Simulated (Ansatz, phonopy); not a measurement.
# Grüneisen parameters and expansion of Cu (Copper, Fm-3m), part 4 of 4

Wanted: mode Grüneisen parameters of Cu (Copper) and a free-energy fit over volumes.

What experiment has found for this phase:
- heat capacity C_P per formula unit 24.5 J/mol/K near room temperature (given in “High-Throughput Prediction of Finite-Temperature Properties using the Quasi-Harmonic Approximation”, 2016, arXiv:1603.06924)

Ansatz 0.2.0; DFT LDA, scalar-relativistic, plane waves, PAW; PAW set soft_1.

So far. Step 11 (Single point at a scaled cell, V/V0 1.03): The run ends at a pressure of -5.16 GPa. Step 12 (Lattice dynamics at this volume, V/V0 1.03): No mode is imaginary beyond numerical noise at the solved wavevectors.

## Step 13: A cell at another volume, V/V0 0.97

Symmetry fixes every atom, so a single point at the scaled cell gives the energy and pressure of this member.

The input, input.yaml:

```yaml
crystal:
  lattice:
    - [0.0, 1.7412138625, 1.7412138625]
    - [1.7412138625, 0.0, 1.7412138625]
    - [1.7412138625, 1.7412138625, 0.0]
  atoms:
    - { symbol: Cu, position: [0.0, 0.0, 0.0] }
kpoints:
  mp_grid: { grid: [20, 20, 20] }
hamiltonian:
  xc: lda
  pseudopotentials: { kind: paw, azcp: { folder: soft_1 }, xc_functional: pbe }
scf:
  occupations: { method: methfessel_paxton, width: 0.2 }
  lower_state_search: "off"
output:
  forces: true
  stress: true
  eigenvalues: true
```

On the command line:

```console
> ansatz run input.yaml --threads 8 --pin off --max-ram 16384MiB --backend cpu --events-out ev --progress --plain --runs-dir out
```

Numbers of over 12 decimals in the logs are rounded to 6 here.

The log of the run:

```text
[...]
Crystal: 1 atoms, lattice volume = 10.558 Å³
Basis set: ecut = 420 eV, 181 PW (Γ)
Bands: 14, of which v1, the nominal top of the filled ones, is band 10 counted from 1 (9 counted from 0)
Symmetry: 48 space group operations
[...]
k-points: 256 of 8000
[...]
--- Band table (eV; the first three rows and the last of 256) ---
  k-point 0: bands = [... 6 lower, 14.9881, 14.9881, 15.9965, 15.9965, 42.0238, 45.2411, 45.2411, 45.2411]
  k-point 1: bands = [... 6 lower, 15.0092, 15.0092, 15.9878, 15.9878, 41.6035, 43.8939, 44.9374, 44.9374]
  k-point 2: bands = [... 6 lower, 15.0655, 15.0655, 15.9682, 15.9682, 39.7094, 43.0025, 44.3346, 44.3346]
  k-point 255: bands = [... 6 lower, 14.3693, 15.9393, 16.8493, 25.0156, 25.0156, 27.3290, 28.1194, 48.2827]
[key lines of the parts left out:]
SCF converged after 7 iterations
Free energy (F): -6555.716775 eV
Fermi energy:    18.386144 eV
P = ⅓ Tr σ = 6.1815 GPa (61.815 kbar)
```

It took 0.63 s on 8 threads of Arm Neoverse V1, shared host; peak memory 0.3 GiB.

The run ends at a pressure of 6.18 GPa.

## Step 14: Lattice dynamics at this volume, V/V0 0.97

The same q-mesh and k-mesh are kept at every volume, so that much of their error can cancel in the differences.

input.yaml, the sections that differ from step 13:

```yaml
output:
  eigenvalues: true
phonons:
  method: dfpt
  qmesh: [4, 4, 4]
  temperatures: { t_max: 1000, t_step: 50 }
  qpath:
    path:
      - [[0.0, 0.0, 0.0], [0.5, 0.0, 0.5], [0.625, 0.25, 0.625]]
      - [[0.375, 0.375, 0.75], [0.0, 0.0, 0.0], [0.5, 0.5, 0.5], [0.5, 0.25, 0.75], [0.5, 0.0, 0.5]]
    npoints: 10
# crystal, kpoints, hamiltonian, scf: as in step 13
```

The log of the run:

```text
[...]
Crystal: 1 atoms, lattice volume = 10.558 Å³
Basis set: ecut = 420 eV, 181 PW (Γ), exchange–correlation on 36×36×36 points (8 copies of the dense FFT grid, shifted against one another)
Bands: 14, of which v1, the nominal top of the filled ones, is band 10 counted from 1 (9 counted from 0)
Symmetry: 48 space group operations
k-points: 256 of 8000
[...]
k-point 255: bands = [... 6 lower, 14.3692, 15.9393, 16.8493, 25.0156, 25.0156, 27.3290, 28.1194, 48.2827]
[...]
ASR residual: 2.127e-5 → 0.000e0 eV/Å²; symmetrization residual: 5.684e-13 eV/Å²
  ASR residual per site (eV/Å²): 2.13e-5
  Γ frequencies (cm⁻¹): 0.00 0.00 0.00
--- Phonons (arbitrary-q DFPT): 8 irreducible q on the 4×4×4 mesh ---
[...]
interpolated dispersion: 62 rows × 3 modes
[...]
[key lines of the parts left out:]
SCF converged after 8 iterations
Free energy (F): -6555.716775 eV
Fermi energy:    18.386142 eV
```

It took 91 s on 8 threads; peak memory 3.2 GiB; 11 min of CPU time.

No LO-TO term. Phonon branches along the path, in cm⁻¹:

| point | branch 1 | branch 2 | branch 3 |
| --- | --- | --- | --- |
| Γ | 0 | 0 | 0 |
| halfway | 142 | 142 | 214 |
| X | 197 | 197 | 288 |
| halfway | 191 | 208 | 282 |
| U | 177 | 232 | 264 |
| jump to K | 177 | 232 | 264 |
| halfway | 101 | 156 | 230 |
| Γ | 0 | 0 | 0 |
| halfway | 91 | 91 | 215 |
| L | 130 | 130 | 292 |
| halfway | 157 | 197 | 274 |
| W | 196 | 244 | 244 |
| halfway | 196 | 210 | 276 |
| X | 197 | 197 | 288 |

The phonon branches as a text plot (rows in cm⁻¹):

```
    286 |           ****                       *******         **
    274 |         **    **                            *      **
    262 |        *        *  **               *        **   *
    250 |                  **  *                         ***
    238 |       *                            *           * *
    225 |                ** *   *                       *   *
    213 |      *       **                   *          *     *
    201 |            **      **  *                    *   *******
    189 |         ***  **                                *
    177 |    **  *       **    *           *         *  *
    165 |       *          *      **                *  *
    152 |                   *   *                    **
    140 |   *  *             **           *       ***
    128 |                        *             ****
    116 |    **                *    *         *
    104 |                       * **         *
     91 |  **                            *  *
     79 |                        *         *
     67 |  *                        *
     55 |                         ** *  * *
     43 | *                         *    *
     30 | *                          *
     18 |                            *  *
      6 |*                            **
         Γ           X  U|K            Γ         L        W     X
```

No mode is imaginary beyond numerical noise at the solved wavevectors.

## Step 15: A cell at another volume, V/V0 1.05

Symmetry fixes every atom, so a single point at the scaled cell gives the energy and pressure of this member.

The cell differs from the one that the last finished run ended in (a 2.462 → 2.528 Å, b 2.462 → 2.528 Å, c 2.462 → 2.528 Å).

input.yaml, the sections that differ from step 14:

```yaml
crystal:
  lattice:
    - [0.0, 1.7878234841, 1.7878234841]
    - [1.7878234841, 0.0, 1.7878234841]
    - [1.7878234841, 1.7878234841, 0.0]
  atoms:
    - { symbol: Cu, position: [0.0, 0.0, 0.0] }
output:
  forces: true
  stress: true
  eigenvalues: true
# kpoints, hamiltonian, scf: as in step 14
# phonons: removed
```

The log of the run:

```text
[...]
Crystal: 1 atoms, lattice volume = 11.429 Å³
Basis set: ecut = 420 eV, 229 PW (Γ)
Bands: 14, of which v1, the nominal top of the filled ones, is band 10 counted from 1 (9 counted from 0)
Symmetry: 48 space group operations
[...]
k-points: 256 of 8000
[...]
--- Band table (eV; the first three rows and the last of 256) ---
  k-point 0: bands = [... 6 lower, 13.4623, 13.4623, 14.3545, 14.3545, 39.5994, 42.1738, 42.1738, 42.1738]
  k-point 1: bands = [... 6 lower, 13.4810, 13.4810, 14.3470, 14.3470, 39.0926, 40.9532, 41.8683, 41.8683]
  k-point 2: bands = [... 6 lower, 13.5311, 13.5311, 14.3301, 14.3301, 37.0191, 40.3343, 41.2697, 41.2697]
  k-point 255: bands = [... 6 lower, 12.9213, 14.3081, 15.1091, 22.8967, 22.8967, 25.1216, 25.5476, 45.2743]
[key lines of the parts left out:]
SCF converged after 6 iterations
Free energy (F): -6555.708387 eV
Fermi energy:    16.573846 eV
P = ⅓ Tr σ = -8.1227 GPa (-81.227 kbar)
```

Run time: 0.65 s. Hardware: 8 threads; peak memory 0.31 GiB; 3.3 s of CPU time.

The run ends at a pressure of -8.12 GPa.

## Step 16: Lattice dynamics at this volume, V/V0 1.05

The same q-mesh and k-mesh are kept at every volume, so that much of their error can cancel in the differences.

input.yaml, the sections that differ from step 15:

```yaml
output:
  eigenvalues: true
phonons:
  method: dfpt
  qmesh: [4, 4, 4]
  temperatures: { t_max: 1000, t_step: 50 }
  qpath:
    path:
      - [[0.0, 0.0, 0.0], [0.5, 0.0, 0.5], [0.625, 0.25, 0.625]]
      - [[0.375, 0.375, 0.75], [0.0, 0.0, 0.0], [0.5, 0.5, 0.5], [0.5, 0.25, 0.75], [0.5, 0.0, 0.5]]
    npoints: 10
# crystal, kpoints, hamiltonian, scf: as in step 15
```

The log of the run:

```text
[...]
Crystal: 1 atoms, lattice volume = 11.429 Å³
Basis set: ecut = 420 eV, 229 PW (Γ), exchange–correlation on 36×36×36 points (8 copies of the dense FFT grid, shifted against one another)
Bands: 14, of which v1, the nominal top of the filled ones, is band 10 counted from 1 (9 counted from 0)
Symmetry: 48 space group operations
k-points: 256 of 8000
[...]
k-point 255: bands = [... 6 lower, 12.9215, 14.3084, 15.1094, 22.8968, 22.8968, 25.1217, 25.5476, 45.2744]
[...]
ASR residual: 2.296e-5 → 0.000e0 eV/Å²; symmetrization residual: 8.716e-13 eV/Å²
  ASR residual per site (eV/Å²): 2.30e-5
  Γ frequencies (cm⁻¹): 0.00 0.00 0.00
--- Phonons (arbitrary-q DFPT): 8 irreducible q on the 4×4×4 mesh ---
[...]
interpolated dispersion: 62 rows × 3 modes
[...]
[key lines of the parts left out:]
SCF converged after 8 iterations
Free energy (F): -6555.708388 eV
Fermi energy:    16.574026 eV
```

Elapsed: 94 s, on 8 threads; peak memory 3.4 GiB.

No LO-TO term. The phonon branches at the labelled points (cm⁻¹):

| point | branch 1 | branch 2 | branch 3 |
| --- | --- | --- | --- |
| Γ | 0 | 0 | 0 |
| halfway | 121 | 121 | 180 |
| X | 168 | 168 | 239 |
| halfway | 163 | 175 | 233 |
| U | 151 | 193 | 218 |
| jump to K | 151 | 193 | 218 |
| halfway | 89 | 130 | 192 |
| Γ | 0 | 0 | 0 |
| halfway | 80 | 80 | 179 |
| L | 114 | 114 | 242 |
| halfway | 135 | 165 | 227 |
| W | 164 | 203 | 203 |
| halfway | 166 | 177 | 228 |
| X | 168 | 168 | 239 |

The phonon branches as a text plot (rows in cm⁻¹):

```
    237 |           ****                       *******        ***
    226 |         **    **                            *      *
    216 |        *        *  **               *        **   *
    206 |       *          **  *             *           ***
    196 |                 *     *                        * *
    186 |               **  *                           *   *
    176 |      *       *     **             *          *     **
    166 |           ****         *                    *  ********
    156 |    **   **    ***    *           *         *
    146 |        *         *                           **
    136 |       *           *     **                * *
    126 |                       *                  ***
    116 |   *  *             **           *     ****
    106 |    **                * *            **
     96 |                           *        *
     86 |                       * **     *
     76 |  **                    *          *
     65 |                                  *
     55 |  *                      ***     *
     45 | *                          *  *
     35 |                           *    *
     25 | *                          *
     15 |                            *  *
      5 |*                            **
         Γ           X  U|K            Γ         L        W     X
```

No mode is imaginary beyond numerical noise at the solved wavevectors.

## Step 17: How the modes move with volume

This step: DFT LDA, scalar-relativistic, plane waves, PAW; PAW set soft_1 (phonopy 4.10.0).

This step gave:

```yaml
share_of_modes_with_a_negative_grueneisen_parameter: 0
```

Mean Grüneisen, by row:

| T (K) | heat-capacity-weighted mean | root mean square |
| --- | --- | --- |
| 50 | 1.953 | 1.963 |
| 100 | 2.04 | 2.051 |
| 200 | 2.076 | 2.087 |
| 300 | 2.084 | 2.095 |
| 500 | 2.088 | 2.099 |
| 800 | 2.089 | 2.1 |

Table of mean mode Grueneisen parameter by wavenumber:

| wavenumber (cm⁻¹) | mean mode Grueneisen parameter |
| --- | --- |
| 4 | - |
| 14 | 1.93 |
| 32 | 1.83 |
| 41 | 1.95 |
| 59 | 1.88 |
| 68 | 1.88 |
| 77 | 1.87 |
| 95 | 1.86 |
| 104 | 1.85 |
| 114 | 1.82 |
| 132 | 1.84 |
| 141 | 1.89 |
| 159 | 2 |
| 168 | 2.05 |
| 177 | 2.09 |
| 195 | 2.2 |
| 204 | 2.24 |
| 213 | 2.26 |
| 232 | 2.27 |
| 241 | 2.3 |
| 259 | 2.34 |
| 268 | 2.36 |

Volume series, by row:

| V/V0 | V (Å³/atom) | pressure (GPa) | E - E0 (meV/atom) | gap (eV) | zero-point energy (meV/atom) | lowest on the path (cm⁻¹) | highest at Gamma without the LO-TO term (cm⁻¹) |
| --- | --- | --- | --- | --- | --- | --- | --- |
| 0.97 | 10.56 | 6.181 | 6.091 | 0 | 35.72 | 0 | - |
| 0.985 | 10.72 | 2.951 | 1.47 | 0 | 34.6 | 0 | - |
| 1 | 10.88 | -0.001 | 0 | 0 | 33.51 | 0 | - |
| 1.015 | 11.05 | -2.7 | 1.406 | 0 | 32.45 | 0 | - |
| 1.03 | 11.21 | -5.165 | 5.445 | 0 | 31.41 | 0 | - |
| 1.05 | 11.43 | -8.123 | 14.52 | 0 | 30.08 | 0 | - |

Grüneisen at points, by row:

| point | branch | frequency (cm⁻¹) | mode Grüneisen parameter |
| --- | --- | --- | --- |
| X | 1 | 185.6 | 1.97 |
| X | 3 | 268.5 | 2.33 |
| U | 1 | 166.6 | 1.93 |
| U | 2 | 216.3 | 2.29 |
| U | 3 | 246.1 | 2.33 |
| K | 1 | 166.6 | 1.93 |
| K | 2 | 216.3 | 2.29 |
| K | 3 | 246.1 | 2.33 |
| L | 1 | 123.8 | 1.62 |
| L | 3 | 272.6 | 2.38 |
| W | 1 | 183.4 | 2.17 |
| W | 2 | 227.9 | 2.31 |

## Step 18: Quasi-harmonic fit by phonopy

Numbers from this step:

| Quantity | Value |
| --- | --- |
| volume expansion coefficient at 300 K | 42.73 1e-6/K |
| isothermal bulk modulus at 300 K | 175.1 GPa |
| C_P at 300 K | 24.09 J/mol-atom/K |
| Grüneisen parameter at 300 K | 2.123 |

Energy (each curve on its own zero) against volume; values in meV/atom:

| volume (Å³/atom) | static | F at 0 K | F at 300 K | F at 1300 K |
| --- | --- | --- | --- | --- |
| 10.558 | 6.09 | 8.85 | 12.7 | 33.1 |
| 10.721 | 1.47 | 3.11 | 5.52 | 18.0 |
| 10.885 | 0 | 0.55 | 1.45 | 5.97 |
| 11.048 | 1.41 | 0.89 | 0.25 | -3.24 |
| 11.211 | 5.44 | 3.89 | 1.68 | -9.86 |
| 11.429 | 14.5 | 11.6 | 7.29 | -15.0 |

Phonopy-qha, vinet fit of F(V) at each temperature; no electronic free energy. Qha vinet, by row:

| T (K) | fitted volume (Å³/atom) | alpha_V (1e-6/K) | B_T (GPa) | C_P (J/mol-atom/K) | Grueneisen |
| --- | --- | --- | --- | --- | --- |
| 100 | 10.96 | 25.04 | 183.3 | 14.89 | 2.03 |
| 150 | 10.97 | 33.9 | 181.4 | 19.74 | 2.08 |
| 200 | 10.99 | 38.36 | 179.3 | 22.05 | 2.101 |
| 250 | 11.02 | 40.97 | 177.3 | 23.31 | 2.114 |
| 300 | 11.04 | 42.73 | 175.1 | 24.09 | 2.123 |
| 350 | 11.06 | 44.06 | 173 | 24.63 | 2.131 |
| 400 | 11.09 | 45.16 | 170.8 | 25.03 | 2.138 |
| 450 | 11.11 | 46.14 | 168.7 | 25.36 | 2.145 |
| 500 | 11.14 | 47.03 | 166.5 | 25.65 | 2.152 |
| 550 | 11.16 | 47.89 | 164.3 | 25.9 | 2.159 |
| 600 | 11.19 | 48.72 | 162.1 | 26.14 | 2.166 |
| 650 | 11.22 | 49.54 | 159.9 | 26.36 | 2.173 |
| 700 | 11.25 | 50.37 | 157.7 | 26.58 | 2.18 |
| 750 | 11.28 | 51.19 | 155.4 | 26.79 | 2.187 |
| 800 | 11.3 | 52.03 | 153.2 | 27.01 | 2.194 |

The volume expansion coefficient, phonopy-qha, Vinet by temperature:

| temperature (K) | volume expansion coefficient, phonopy-qha, Vinet (1e-6/K) |
| --- | --- |
| 75 | 17.7 |
| 100 | 25.0 |
| 125 | 30.3 |
| 150 | 33.9 |
| 175 | 36.5 |
| 200 | 38.4 |
| 225 | 39.8 |
| 250 | 41.0 |
| 275 | 41.9 |
| 300 | 42.7 |
| 325 | 43.4 |
| 350 | 44.1 |
| 375 | 44.6 |
| 400 | 45.2 |
| 425 | 45.7 |
| 450 | 46.1 |
| 475 | 46.6 |
| 500 | 47.0 |
| 525 | 47.5 |
| 550 | 47.9 |
| 575 | 48.3 |
| 600 | 48.7 |
| 625 | 49.1 |
| 650 | 49.5 |
| 675 | 50.0 |
| 700 | 50.4 |
| 725 | 50.8 |
| 750 | 51.2 |
| 775 | 51.6 |
| 800 | 52.0 |

The fit gives a volume expansion of 42.7 × 10⁻⁶/K at 300 K.

## Step 19: Outcome

```
volume expansion coefficient at 300 K  : 42.73 1e-6/K
isothermal bulk modulus at 300 K       : 175.1 GPa
C_P at 300 K                           : 24.09 J/mol-atom/K
Grüneisen parameter at 300 K           : 2.123
mean mode Grüneisen parameter at 300 K : 2.08
```

In words: Near room temperature Cu (Copper) expands by 42.7 × 10⁻⁶/K in volume by LDA, with C_P = 24.1 J/(mol K) per mole of atoms and B_T = 175 GPa. The q-mesh is coarse, and the expansion can converge slowly with it. The table stops at 800 K because beyond it the fitted volume comes within 1 % of the largest computed cell, where the fit loses its support. C_P at room temperature is 97 % of the classical 3R an atom. A measured heat capacity per formula unit near room temperature is 24.5 J/mol/K (arXiv:1603.06924); the calculated 24.1 J/mol/K differs by -2 %. The fit leaves out the electrons' free energy, which adds to C_P and to the expansion of a metal at high temperature. The heat-capacity-weighted Grüneisen parameter goes from 1.95 at 50 K to 2.09 at 800 K. Weighting γ by the density of states and each mode's heat capacity at 300 K, modes below 90 cm⁻¹ give about 4 % of the sum of γC that drives the expansion, those up to 180 cm⁻¹ 46 % and the rest 50 %. Among the labelled points γ is largest for branch 3 at L (273 cm⁻¹, 2.4) and smallest for branch 1 at L (124 cm⁻¹, 1.6). The PAW files were made for PBE and are used here under another functional, for which the program regenerates the frozen cores.

[Logs are printed without paths, hosts, clocks, repeated set-up lines and the standing remarks that a program may print on its own settings, such as how far it seeks lower states.]

[Hosts, paths, dates, database ids (printed as entryN), source tags and the programs' standing remarks are cut or masked in the printed files.]

[A step with changed settings may run another functional than the one named; its input shows which.]

[Of the runs on displaced cells, only some may be shown.]
